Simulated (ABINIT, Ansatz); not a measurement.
Planning a run of ABINIT 10.8.3 on CO2 (Cmce). The input:

```
acell 3*1.0 Angstrom
rprim 
  2.635911230000 -2.387378120000 0.000000000000
  2.635911230000 2.387378120000 0.000000000000
  0.000000000000 0.000000000000 6.587174910000
ntypat 2
znucl 6 8
natom 6
typat 1 1 2 2 2 2
xred 
  0.000000000000 0.000000000000 0.000000000000
  0.500000000000 0.500000000000 0.500000000000
  0.806508570000 0.193491430000 0.891843390000
  0.193491430000 0.806508570000 0.108156610000
  0.693491430000 0.306508570000 0.391843390000
  0.306508570000 0.693491430000 0.608156610000
pp_dirpath "pseudos"
pseudos "C.upf, O.upf"
ecut 37
ngkpt 6 6 4
nshiftk 1
shiftk 0 0 0
kptopt 1
chksymbreak 0
iscf -2
irdden 1
istwfk *1
nband 187
nbdbuf 16
tolwfr 1e-09
nstep 60
prtvol 0
indata_prefix "in"
outdata_prefix "out"
tmpdata_prefix "tmp"
```

```sh
OMP_NUM_THREADS=1 mpirun -n 8 abinit run.abi > log
```

Q: Estimate wall time and host memory on 8 MPI ranks of Arm Neoverse N1, shared host.

It took 7.8 min; on shared hardware allow 3.9 min to 16 min. Peak host memory was 1.3 GiB.

[Paths, hosts, dates, memory and timing lines, banners, echoed tables and standing remarks are left out of the program output.]

[Logs are printed without paths, hosts, clocks, repeated set-up lines and the standing remarks that a program may print on its own settings, such as how far it seeks lower states.]

[Runs of the session that timed out or met a known fault of the program may be left out.]

[Hosts, paths, dates, database ids (printed as entryN), source tags and the programs' standing remarks are cut or masked in the printed files.]

[G0W0 gaps are taken among the corrected bands and points alone; a level outside them can change the order at an edge.]

[Where Ansatz stands beside ABINIT at settings called matched, ABINIT's density can come from a denser mesh and the files from another edition; pairs whose starting gaps differed by over 0.03 eV were left out, so agreement reads better than it is.]
